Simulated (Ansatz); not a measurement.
**Cs on Au(111): change of the work function**

How does one ordered layer of Cs (fcc site) change the work function of Au(111), and what dipole does each adsorbate carry?

Program: Ansatz 0.2.0. Level of theory: plane-wave DFT, PBE, Ansatz PAW. Values are calculated unless marked as measured.

## Step 1: The system as given

The cell holds 4 atoms: 4 Au. Cell: a = 2.885 Å, b = 2.885 Å, c = 25.067 Å, α = 90.0°, β = 90.0°, γ = 60.0°. Vacuum lies along c.

## Step 2: The clean slab

The bare slab comes first, as the zero from which every change is counted. The two lowest layers are held at bulk places and the upper ones relax. The dipole correction removes the false field that a one-sided slab makes across the periodic vacuum, so each face gets a flat vacuum level of its own.

input.yaml

```yaml
crystal:
  lattice:
    - [2.8849956672, 0.0, 0.0]
    - [1.4424978336, 2.4984795376, 0.0]
    - [0.0, 0.0, 25.0667672949]
  atoms:
    - { symbol: Au, position: [0.0, 0.0, 0.3590411118] }
    - { symbol: Au, position: [0.3333333333, 0.3333333333, 0.4530137039] }
    - { symbol: Au, position: [0.6666666667, 0.6666666667, 0.5469862961] }
    - { symbol: Au, position: [0.0, 0.0, 0.6409588882] }
kpoints:
  mp_grid: { grid: [12, 12, 1] }
hamiltonian:
  xc: pbe
scf:
  occupations: { method: fermi_dirac, width: 0.1 }
  convergence: { dr2_threshold: 1.0e-08 }
efield:
  axis: 3
  dipole_correction: true
  ramp_position: 0.97
  ramp_width: 0.06
relax:
  f_tol: 0.02
  max_steps: 60
  constraints: [{ sites: [0, 1] }]
output:
  write_potential: true
  write_density: true
  volumetric_format: npy
```

Command:

```
$ ansatz run input.yaml --threads 4 --pin off --max-ram 6144MiB --backend cpu --events-out ev --progress --plain --runs-dir out
```

Log:

```text
Engine: ansatz 0.2.0, x86_64-unknown-linux-gnu
Pseudopotentials: kind: paw
Pseudopotential: Au, paw, valence charge 19, recommended cutoff 420 eV (normal), Au.paw.azcp
Functional definition: PBE
  parameter kappa = 0.804
  parameter beta = 0.066725
  exchange = pbe_x(kappa = kappa, mu = beta*pi^2/3)
  correlation = pbe_c(beta = beta)
Crystal: 4 atoms, lattice volume = 180.684 Å³
Basis set: ecut = 420 eV, 3551 PW (Γ), exchange–correlation on 40×40×360 points (8 copies of the dense FFT grid, shifted against one another)
Bands: 46, of which v1, the nominal top of the filled ones, is band 38 counted from 1 (37 counted from 0)
Symmetry: 6 space group operations
k-points: 19 of 144 (time reversal used)
Non-local potential: Au, projectors of the file, l = 0: 3, l = 1: 2, l = 2: 2, l = 3: 1
PAW form: soft (Blöchl's): semilocal exchange-correlation on the pseudo side does not see the compensation charge
PAW one-centre angular grid: Au, 590 points (default); XC on 64 Gauss nodes
Initial density: superposition of atomic densities (neutral atoms: chi_scale 0, normalization atom), corrected by the library's trained network
Initial wavefunctions: pseudopotential atomic-orbital guess
Functional: x = pbe(κ = 0.804, μ = 0.219515), c = pbe(β = 0.066725)
SCF iter   1: F=—  HF=-52596.643584 eV  |F-HF|=—  |Δ(HF+E_count)|=         —  Δρ=2.65e-3  dr2=1.90e-1  ethr=1.77e-3  p=0.000 e·Å  D=2.65e-13 V/Å  ΔV_dip=-0.00 eV  dr2_dipole=3.35e-8  V_vac-E_F(+/−)=4.66/4.66 eV  ⟨swp⟩=8.5  Hψ=3805  notcnv=0  defer=13
efield: sawtooth ramp at fractional position 0.9700 (set: `efield.ramp_position`, or a place that a band, a saddle search or an elastic batch's reference lends), width 0.0600; the density the first Hamiltonian is built on has a dipole p = 0.000 e·Å; the dipole correction subtracts the counter field D = 2.65e-13 V/Å, which shifts the + side's vacuum level by -0.00 eV against the − side's; the planar-averaged density in the ramp window peaks in size at 8.1e-6 e/Å³
preconditioner: auto → LDOS  [metal: Δε(μ)=0.172 eV  Ē_g=9.110 eV  σ=0.100 eV  W_gap=0.38  n_scr=18 (ndim 8)  ℏωp=18.3 eV  f_vac=0.579  D(μ)=1.84/eV (n_scr^D=10)  β→1.0]
SCF iter   2: F=—  HF=-52596.644385 eV  |F-HF|=—  |Δ(HF+E_count)|=   8.01e-4  Δρ=2.54e-3  dr2=2.99e-2  ethr=2.50e-4  p=-0.000 e·Å  D=-4.26e-5 V/Å  ΔV_dip=0.00 eV  dr2_dipole=1.07e-8  V_vac-E_F(+/−)=5.15/5.15 eV  ⟨swp⟩=2.2  Hψ=1469  notcnv=0  defer=30
SCF iter   3: F=—  HF=-52596.638970 eV  |F-HF|=—  |Δ(HF+E_count)|=   5.42e-3  Δρ=5.04e-4  dr2=1.80e-3  ethr=3.94e-5  p=-0.000 e·Å  D=-1.46e-5 V/Å  ΔV_dip=0.00 eV  dr2_dipole=1.39e-8  V_vac-E_F(+/−)=5.06/5.05 eV  ⟨swp⟩=2.0  Hψ=1309  notcnv=0  defer=30
SCF iter   4: F=—  HF=-52596.638903 eV  |F-HF|=—  |Δ(HF+E_count)|=   6.65e-5  Δρ=2.39e-4  dr2=4.64e-4  ethr=2.37e-6  p=-0.000 e·Å  D=-5.96e-6 V/Å  ΔV_dip=0.00 eV  dr2_dipole=8.01e-11  V_vac-E_F(+/−)=5.08/5.08 eV  ⟨swp⟩=2.3  Hψ=1444  notcnv=0  defer=30
SCF iter   5: F=—  HF=-52596.638834 eV  |F-HF|=—  |Δ(HF+E_count)|=   6.94e-5  Δρ=6.27e-5  dr2=1.28e-5  ethr=6.10e-7  p=-0.000 e·Å  D=-2.82e-6 V/Å  ΔV_dip=0.00 eV  dr2_dipole=2.87e-11  V_vac-E_F(+/−)=5.09/5.09 eV  ⟨swp⟩=2.1  Hψ=1264  notcnv=0  defer=30
SCF iter   6: F=—  HF=-52596.638842 eV  |F-HF|=—  |Δ(HF+E_count)|=   8.39e-6  Δρ=1.93e-5  dr2=5.64e-7  ethr=1.69e-8  p=-0.000 e·Å  D=-1.45e-6 V/Å  ΔV_dip=0.00 eV  dr2_dipole=5.45e-11  V_vac-E_F(+/−)=5.09/5.09 eV  ⟨swp⟩=3.1  Hψ=1629  notcnv=0  defer=30
SCF iter   7: F=—  HF=-52596.638889 eV  |F-HF|=—  |Δ(HF+E_count)|=   4.67e-5  Δρ=6.30e-6  dr2=5.34e-8  ethr=7.43e-10  p=-0.000 e·Å  D=-6.45e-7 V/Å  ΔV_dip=0.00 eV  dr2_dipole=1.57e-11  V_vac-E_F(+/−)=5.09/5.09 eV  ⟨swp⟩=2.0  Hψ=1291  notcnv=0  defer=30
SCF iter   8: F=-52596.638889 eV  HF=-52596.638889 eV  |F-HF|=8.67e-9  |Δ(HF+E_count)|=   2.57e-7  Δρ=1.33e-6  dr2=2.77e-9  ethr=1.32e-11  p=-0.000 e·Å  D=-8.61e-8 V/Å  ΔV_dip=0.00 eV  dr2_dipole=3.26e-13  V_vac-E_F(+/−)=5.09/5.09 eV  ⟨swp⟩=10.6  Hψ=6254  notcnv=0
SCF 1 converged in 8 iterations: F = -52596.638889 eV  dr2 = 2.77e-9
  greatest PAW one-centre occupation: 1.000 electrons in one spin orbital (limit 2), on the Au atom at site 0 (counted from 0), in its partial waves of l = 0
relax step   1: F+E_penalty+E_count = -52596.63888925 eV  Δ(F+E_penalty+E_count) = +0.000e0 eV  max|allowed force component| = 4.529e-1 eV/Å  Δτ_max = 0.0000 Å  (8 SCF iters, accepted)
Initial density: handed on by an earlier stage of this run
Initial wavefunctions: those handed on with the density
iter 1 solved again at ethr=6.60e-5 eV; its pass at ethr=3.10e-3 eV (dr2=5.02e-2 eV) is discarded
SCF iter   1: F=—  HF=-52596.690391 eV  |F-HF|=—  |Δ(HF+E_count)|=         —  Δρ=5.26e-3  dr2=5.37e-2  ethr=6.60e-5  p=0.000 e·Å  D=2.11e-6 V/Å  ΔV_dip=-0.00 eV  dr2_dipole=6.16e-4  V_vac-E_F(+/−)=5.11/5.11 eV  ⟨swp⟩=2.0  Hψ=3735  notcnv=0  defer=19
efield: sawtooth ramp at fractional position 0.9700 (set: `efield.ramp_position`, or a place that a band, a saddle search or an elastic batch's reference lends), width 0.0600; the density the first Hamiltonian is built on has a dipole p = 0.000 e·Å; the dipole correction subtracts the counter field D = 2.11e-6 V/Å, which shifts the + side's vacuum level by -0.00 eV against the − side's; the planar-averaged density in the ramp window peaks in size at 1.2e-5 e/Å³
preconditioner: auto → LDOS  [metal: Δε(μ)=0.042 eV  Ē_g=9.104 eV  σ=0.100 eV  W_gap=0.10  n_scr=18 (ndim 8)  ℏωp=18.3 eV  f_vac=0.572  D(μ)=2.06/eV (n_scr^D=10)  β→1.0]
SCF iter   2: F=—  HF=-52596.694770 eV  |F-HF|=—  |Δ(HF+E_count)|=   4.38e-3  Δρ=3.93e-3  dr2=9.20e-2  ethr=6.60e-5  p=0.004 e·Å  D=3.99e-3 V/Å  ΔV_dip=-0.10 eV  dr2_dipole=1.25e-2  V_vac-E_F(+/−)=4.99/5.09 eV  ⟨swp⟩=2.4  Hψ=1486  notcnv=0  defer=19
SCF iter   3: F=—  HF=-52596.676910 eV  |F-HF|=—  |Δ(HF+E_count)|=   1.79e-2  Δρ=6.43e-4  dr2=3.08e-3  ethr=6.60e-5  p=-0.002 e·Å  D=-1.74e-3 V/Å  ΔV_dip=0.04 eV  dr2_dipole=9.43e-4  V_vac-E_F(+/−)=5.14/5.10 eV  ⟨swp⟩=2.1  Hψ=1442  notcnv=0  defer=19
SCF iter   4: F=—  HF=-52596.676887 eV  |F-HF|=—  |Δ(HF+E_count)|=   2.30e-5  Δρ=3.74e-4  dr2=7.20e-4  ethr=4.05e-6  p=-0.002 e·Å  D=-2.42e-3 V/Å  ΔV_dip=0.06 eV  dr2_dipole=5.96e-5  V_vac-E_F(+/−)=5.15/5.09 eV  ⟨swp⟩=2.1  Hψ=1311  notcnv=0  defer=22
SCF iter   5: F=—  HF=-52596.676742 eV  |F-HF|=—  |Δ(HF+E_count)|=   1.45e-4  Δρ=7.00e-5  dr2=3.56e-5  ethr=9.47e-7  p=-0.003 e·Å  D=-3.00e-3 V/Å  ΔV_dip=0.08 eV  dr2_dipole=5.36e-6  V_vac-E_F(+/−)=5.17/5.09 eV  ⟨swp⟩=2.1  Hψ=1300  notcnv=0  defer=22
[...]
efield: sawtooth ramp at fractional position 0.9700 (set: `efield.ramp_position`, or a place that a band, a saddle search or an elastic batch's reference lends), width 0.0600; the density the first Hamiltonian is built on has a dipole p = -0.003 e·Å; the dipole correction subtracts the counter field D = -2.99e-3 V/Å, which shifts the + side's vacuum level by +0.08 eV against the − side's; the planar-averaged density in the ramp window peaks in size at 1.1e-5 e/Å³
preconditioner: auto → LDOS  [metal: Δε(μ)=0.030 eV  Ē_g=9.090 eV  σ=0.100 eV  W_gap=0.07  n_scr=18 (ndim 8)  ℏωp=18.3 eV  f_vac=0.571  D(μ)=2.08/eV (n_scr^D=10)  β→1.0]
SCF iter   2: F=—  HF=-52596.680176 eV  |F-HF|=—  |Δ(HF+E_count)|=   2.92e-5  Δρ=1.03e-3  dr2=4.91e-3  ethr=7.51e-6  p=-0.001 e·Å  D=-1.07e-3 V/Å  ΔV_dip=0.03 eV  dr2_dipole=1.07e-3  V_vac-E_F(+/−)=5.12/5.09 eV  ⟨swp⟩=2.3  Hψ=1669  notcnv=0  defer=32
SCF iter   3: F=—  HF=-52596.679185 eV  |F-HF|=—  |Δ(HF+E_count)|=   9.92e-4  Δρ=1.75e-4  dr2=8.20e-5  ethr=6.46e-6  p=-0.003 e·Å  D=-2.60e-3 V/Å  ΔV_dip=0.07 eV  dr2_dipole=9.63e-6  V_vac-E_F(+/−)=5.16/5.09 eV  ⟨swp⟩=2.0  Hψ=1319  notcnv=0  defer=32
SCF iter   4: F=—  HF=-52596.679169 eV  |F-HF|=—  |Δ(HF+E_count)|=   1.53e-5  Δρ=6.40e-5  dr2=1.93e-5  ethr=1.08e-7  p=-0.003 e·Å  D=-2.59e-3 V/Å  ΔV_dip=0.06 eV  dr2_dipole=7.14e-6  V_vac-E_F(+/−)=5.15/5.09 eV  ⟨swp⟩=3.1  Hψ=1610  notcnv=0  defer=32
SCF iter   5: F=—  HF=-52596.679201 eV  |F-HF|=—  |Δ(HF+E_count)|=   3.18e-5  Δρ=3.22e-5  dr2=5.78e-6  ethr=2.54e-8  p=-0.003 e·Å  D=-2.71e-3 V/Å  ΔV_dip=0.07 eV  dr2_dipole=1.92e-6  V_vac-E_F(+/−)=5.16/5.09 eV  ⟨swp⟩=2.3  Hψ=1097  notcnv=0  defer=32
SCF iter   6: F=—  HF=-52596.679242 eV  |F-HF|=—  |Δ(HF+E_count)|=   4.07e-5  Δρ=7.79e-6  dr2=3.31e-7  ethr=7.61e-9  p=-0.003 e·Å  D=-2.76e-3 V/Å  ΔV_dip=0.07 eV  dr2_dipole=1.30e-7  V_vac-E_F(+/−)=5.16/5.09 eV  ⟨swp⟩=2.6  Hψ=1367  notcnv=0  defer=32
SCF iter   7: F=-52596.679242 eV  HF=-52596.679242 eV  |F-HF|=2.72e-8  |Δ(HF+E_count)|=  9.68e-10  Δρ=2.01e-6  dr2=8.84e-9  ethr=1.32e-11  p=-0.003 e·Å  D=-2.78e-3 V/Å  ΔV_dip=0.07 eV  dr2_dipole=7.41e-10  V_vac-E_F(+/−)=5.16/5.09 eV  ⟨swp⟩=8.9  Hψ=6705  notcnv=0
SCF 3 converged in 7 iterations: F = -52596.679242 eV  dr2 = 8.84e-9
relax step   3: F+E_penalty+E_count = -52596.67924179 eV  Δ(F+E_penalty+E_count) = -2.442e-3 eV  max|allowed force component| = 3.338e-2 eV/Å  Δτ_max = 0.0445 Å  (7 SCF iters, accepted)
SCF iter   1: F=—  HF=-52596.679318 eV  |F-HF|=—  |Δ(HF+E_count)|=         —  Δρ=2.15e-4  dr2=1.30e-4  ethr=1.62e-6  p=-0.003 e·Å  D=-2.78e-3 V/Å  ΔV_dip=0.07 eV  dr2_dipole=2.24e-5  V_vac-E_F(+/−)=5.16/5.09 eV  ⟨swp⟩=3.0  Hψ=1833  notcnv=0  defer=33
efield: sawtooth ramp at fractional position 0.9700 (set: `efield.ramp_position`, or a place that a band, a saddle search or an elastic batch's reference lends), width 0.0600; the density the first Hamiltonian is built on has a dipole p = -0.003 e·Å; the dipole correction subtracts the counter field D = -2.78e-3 V/Å, which shifts the + side's vacuum level by +0.07 eV against the − side's; the planar-averaged density in the ramp window peaks in size at 1.2e-5 e/Å³
preconditioner: auto → LDOS  [metal: Δε(μ)=0.025 eV  Ē_g=9.092 eV  σ=0.100 eV  W_gap=0.06  n_scr=18 (ndim 8)  ℏωp=18.3 eV  f_vac=0.571  D(μ)=2.08/eV (n_scr^D=10)  β→1.0]
SCF iter   2: F=—  HF=-52596.679332 eV  |F-HF|=—  |Δ(HF+E_count)|=   1.37e-5  Δρ=1.39e-4  dr2=8.08e-5  ethr=1.71e-7  p=-0.003 e·Å  D=-3.01e-3 V/Å  ΔV_dip=0.08 eV  dr2_dipole=1.10e-5  V_vac-E_F(+/−)=5.17/5.09 eV  ⟨swp⟩=2.6  Hψ=1757  notcnv=0  defer=33
SCF iter   3: F=—  HF=-52596.679321 eV  |F-HF|=—  |Δ(HF+E_count)|=   1.15e-5  Δρ=2.59e-5  dr2=1.41e-6  ethr=1.06e-7  p=-0.003 e·Å  D=-2.83e-3 V/Å  ΔV_dip=0.07 eV  dr2_dipole=1.28e-7  V_vac-E_F(+/−)=5.16/5.09 eV  ⟨swp⟩=2.0  Hψ=1266  notcnv=0  defer=33
SCF iter   4: F=—  HF=-52596.679345 eV  |F-HF|=—  |Δ(HF+E_count)|=   2.45e-5  Δρ=7.46e-6  dr2=1.30e-7  ethr=1.86e-9  p=-0.003 e·Å  D=-2.85e-3 V/Å  ΔV_dip=0.07 eV  dr2_dipole=3.22e-9  V_vac-E_F(+/−)=5.16/5.09 eV  ⟨swp⟩=2.8  Hψ=1607  notcnv=0  defer=33
SCF iter   5: F=-52596.679345 eV  HF=-52596.679345 eV  |F-HF|=1.63e-8  |Δ(HF+E_count)|=   1.66e-9  Δρ=1.58e-6  dr2=5.82e-9  ethr=1.32e-11  p=-0.003 e·Å  D=-2.84e-3 V/Å  ΔV_dip=0.07 eV  dr2_dipole=1.46e-10  V_vac-E_F(+/−)=5.16/5.09 eV  ⟨swp⟩=8.5  Hψ=6512  notcnv=0
SCF 4 converged in 5 iterations: F = -52596.679345 eV  dr2 = 5.82e-9
relax step   4: F+E_penalty+E_count = -52596.67934504 eV  Δ(F+E_penalty+E_count) = -1.032e-4 eV  max|allowed force component| = 3.324e-4 eV/Å  Δτ_max = 0.0072 Å  (5 SCF iters, accepted)
NSCF: frozen V_eff on 19 k-points
the band table was solved once a step of the walk had ended and its energy, with any forces and stress, was formed, with the checks that follow a solve (4847 applications of the Hamiltonian). They found nothing against the state; the energy, forces and stress were not computed again (output.eigenvalues in the input reference)
WARN: The input density's exchange-correlation potential varies sharply where the density is thin. Do not read a vacuum level from v_tot or v_xc, or from such a field of the output density. On a cell that repeats whose density bears no net charge and no dipole along the vacuum's axis use v_es (v_loc + v_h of the components); under efield.dipole_correction with no amplitude use v_es + v_field, which holds any external [...]
SCF converged after 5 iterations
Free energy (F): -52596.679345 eV
Harris-Foulkes:  -52596.679345 eV  (|F-HF|=1.63e-8)
Internal energy: -52596.616976 eV  (E = F + TS)
E sigma→0 (E₀):  -52596.648161 eV
Entropy (-TS):   -0.062369 eV (-15.592 meV/atom)
Fermi energy:    4.576791 eV
Dipole field:    D = -0.002861 V/Å  (p = -0.002857 e·Å, saw-weighted, corrected)
Work function:   Φ+ = 5.1611 eV   Φ− = 5.0894 eV
Levels:          The Fermi level and band energies are counted from a zero that moves with the ramp; work functions are not
--- Per-component energies (eV) ---
  E_band       = -2028.269011
  E_kinetic    = 2417.174753
  E_local      = -123812.550860  (includes V_loc(G=0)·N_el)
  E_nonlocal   = 297.482363
  E_hartree    = 60807.444037
  E_xc         = -909.996382
  E_vxc        = -1098.008812  (∫ρ·V_xc dr)
  E_paw        = -38827.364875  (= ΣΔE_a)
  E_vpaw       = -1447.265218  (= ΣTr[D̂ρ^β])
  E_aug_tail   = 0.005791  (compensation charges beyond the density's cutoff)
  E_efield     = 0.000004  (sawtooth field / dipole correction)
  E_vefield    = 0.016681  (∫n·V_field dr)
  E_ewald      = 47431.188195
  E_smearing   = -0.062369  (= −TS)
  E_closure    = 0.000000  (closes the sum)
  Σ components = -52596.679345   (vs F -52596.679345, Δ=0.00e0)
--- Forces (eV/Å), atoms counted from 1 ---
  atom   1  Au    -0.00000000     0.00000000    -0.46100368
  atom   2  Au     0.00000000    -0.00000000     0.46099645
  atom   3  Au     0.00000000    -0.00000000    -0.00028460
  atom   4  Au     0.00000000    -0.00000000     0.00033238
  max |Σ_I F_I| component: 4.06e-5 eV/Å
--- Band table (eV; the first three rows and the last of 19) ---
  k-point 0: bands = [... 34 lower, 1.7691, 2.2535, 2.2535, 2.5120, 2.5120, 3.2454, 4.5875, 8.8871, ... 4 higher]
  k-point 1: bands = [... 34 lower, 1.7913, 1.9875, 2.2470, 2.3346, 2.5176, 3.6533, 5.1813, 8.9999, ... 4 higher]
  k-point 2: bands = [... 34 lower, 1.7371, 1.7451, 2.2250, 2.5297, 2.6213, 4.3338, 6.3960, 9.3547, ... 4 higher]
  k-point 18: bands = [... 34 lower, 2.3516, 2.3787, 7.4935, 7.5162, 7.5524, 8.1112, 9.4211, 9.4522, ... 4 higher]
--- Relaxed structure (4 steps of the walk, 4 accepted, 0 SCFs on fresh bases) ---
  F+E_penalty+E_count = -52596.67934504 eV   max|allowed force component| = 3.324e-4 eV/Å
  atoms:
    - { symbol: Au, position: [0.0, 0.0, 0.359041] }
    - { symbol: Au, position: [0.333333, 0.333333, 0.453014] }
    - { symbol: Au, position: [0.666667, 0.666667, 0.550234] }
    - { symbol: Au, position: [1.445164e-17, 0, 0.649948] }
```

The job ended after 4.3 s (4 threads of AMD EPYC 9R45, shared host; peak memory 0.6 GiB; 16 s of CPU time).

In the SCF lines HF is the Harris–Foulkes energy and dr2 the Hartree energy of the density residual, in eV; the loop may stop once dr2 is under the threshold and the program's other checks hold. Hψ counts applications of the Hamiltonian.

Step by step:

```
step  energy less that of the first step (eV)  largest force component (eV/Å)
   1                                   0.0000                          0.4529
   2                                  -0.0379                          0.1601
   3                                  -0.0404                          0.0334
   4                                  -0.0405                          0.0003
```

Forces are held to the 6 operations that the program found; a distortion that breaks them can't arise in this run.

The atoms that moved most (Å):

```
atom     dx     dy     dz  length
 Au4  0.000  0.000  0.225   0.225
 Au3  0.000  0.000  0.081   0.081
```

Final coordinates:

```xyz
4
Lattice="2.8850 0.0000 0.0000 1.4425 2.4985 0.0000 0.0000 0.0000 25.0668" Properties=species:S:1:pos:R:3
Au    0.0000    0.0000    9.0000
Au    1.4425    0.8328   11.3556
Au    2.8850    1.6657   13.7926
Au    0.0000    0.0000   16.2921
```

Read from the output:

| Quantity | Value |
| --- | --- |
| energy at zero smearing | -52596.6482 eV |
| work function, upper face | 5.161 eV |
| work function, lower face | 5.089 eV |
| dipole along the normal | -0.002857 e·Å |
| step between the vacuum levels | 0.07172 eV |

Running mean over 2.356 Å of the planar mean; the ramp of the sawtooth is left out. Table of electron's electrostatic potential energy less the Fermi level by z:

```
z (Å)  electron's electrostatic potential energy less the Fermi level (eV)
  3.5                                                                 5.09
  4.0                                                                 5.09
  4.5                                                                 5.09
  5.0                                                                 5.09
  5.5                                                                 5.07
  6.0                                                                 5.03
  6.5                                                                 4.84
  7.0                                                                 4.02
  7.5                                                                 1.06
  8.0                                                                -3.47
  8.5                                                                -7.10
  9.0                                                                -8.30
  9.5                                                                -8.57
 10.0                                                                -8.66
 10.5                                                                -8.70
 11.0                                                                -8.73
 11.5                                                                -8.66
 12.0                                                                -8.28
 12.5                                                                -8.00
 13.0                                                                -8.13
 13.5                                                                -8.52
 14.0                                                                -8.47
 14.5                                                                -7.78
 15.0                                                                -7.31
 15.5                                                                -7.54
 16.0                                                                -8.13
 16.5                                                                -7.87
 17.0                                                                -5.77
 17.5                                                                -1.46
 18.0                                                                 2.69
 18.5                                                                 4.60
 19.0                                                                 5.02
 19.5                                                                 5.13
 20.0                                                                 5.15
 20.5                                                                 5.16
 21.0                                                                 5.16
 21.5                                                                 5.16
 22.0                                                                 5.16
```

The relaxation took 4 steps and lowered the energy by 0.040 eV; the largest force on the free atoms ends at 3.3e-4 eV/Å.

The work function of the upper face is 5.16 eV.

(Part 1 of 2 ends here.)

[Long decimals in the printed logs are rounded to 6 places.]

[Logs are printed without paths, hosts, clocks, repeated set-up lines and the standing remarks that a program may print on its own settings, such as how far it seeks lower states.]

[Hosts, paths, dates, database ids (printed as entryN), source tags and the programs' standing remarks are cut or masked in the printed files.]

[Maps of the electrostatic potential energy from Ansatz leave out the sawtooth potential of an applied field or a dipole correction, so their vacuum need not be flat; planar profiles and work functions include it.]
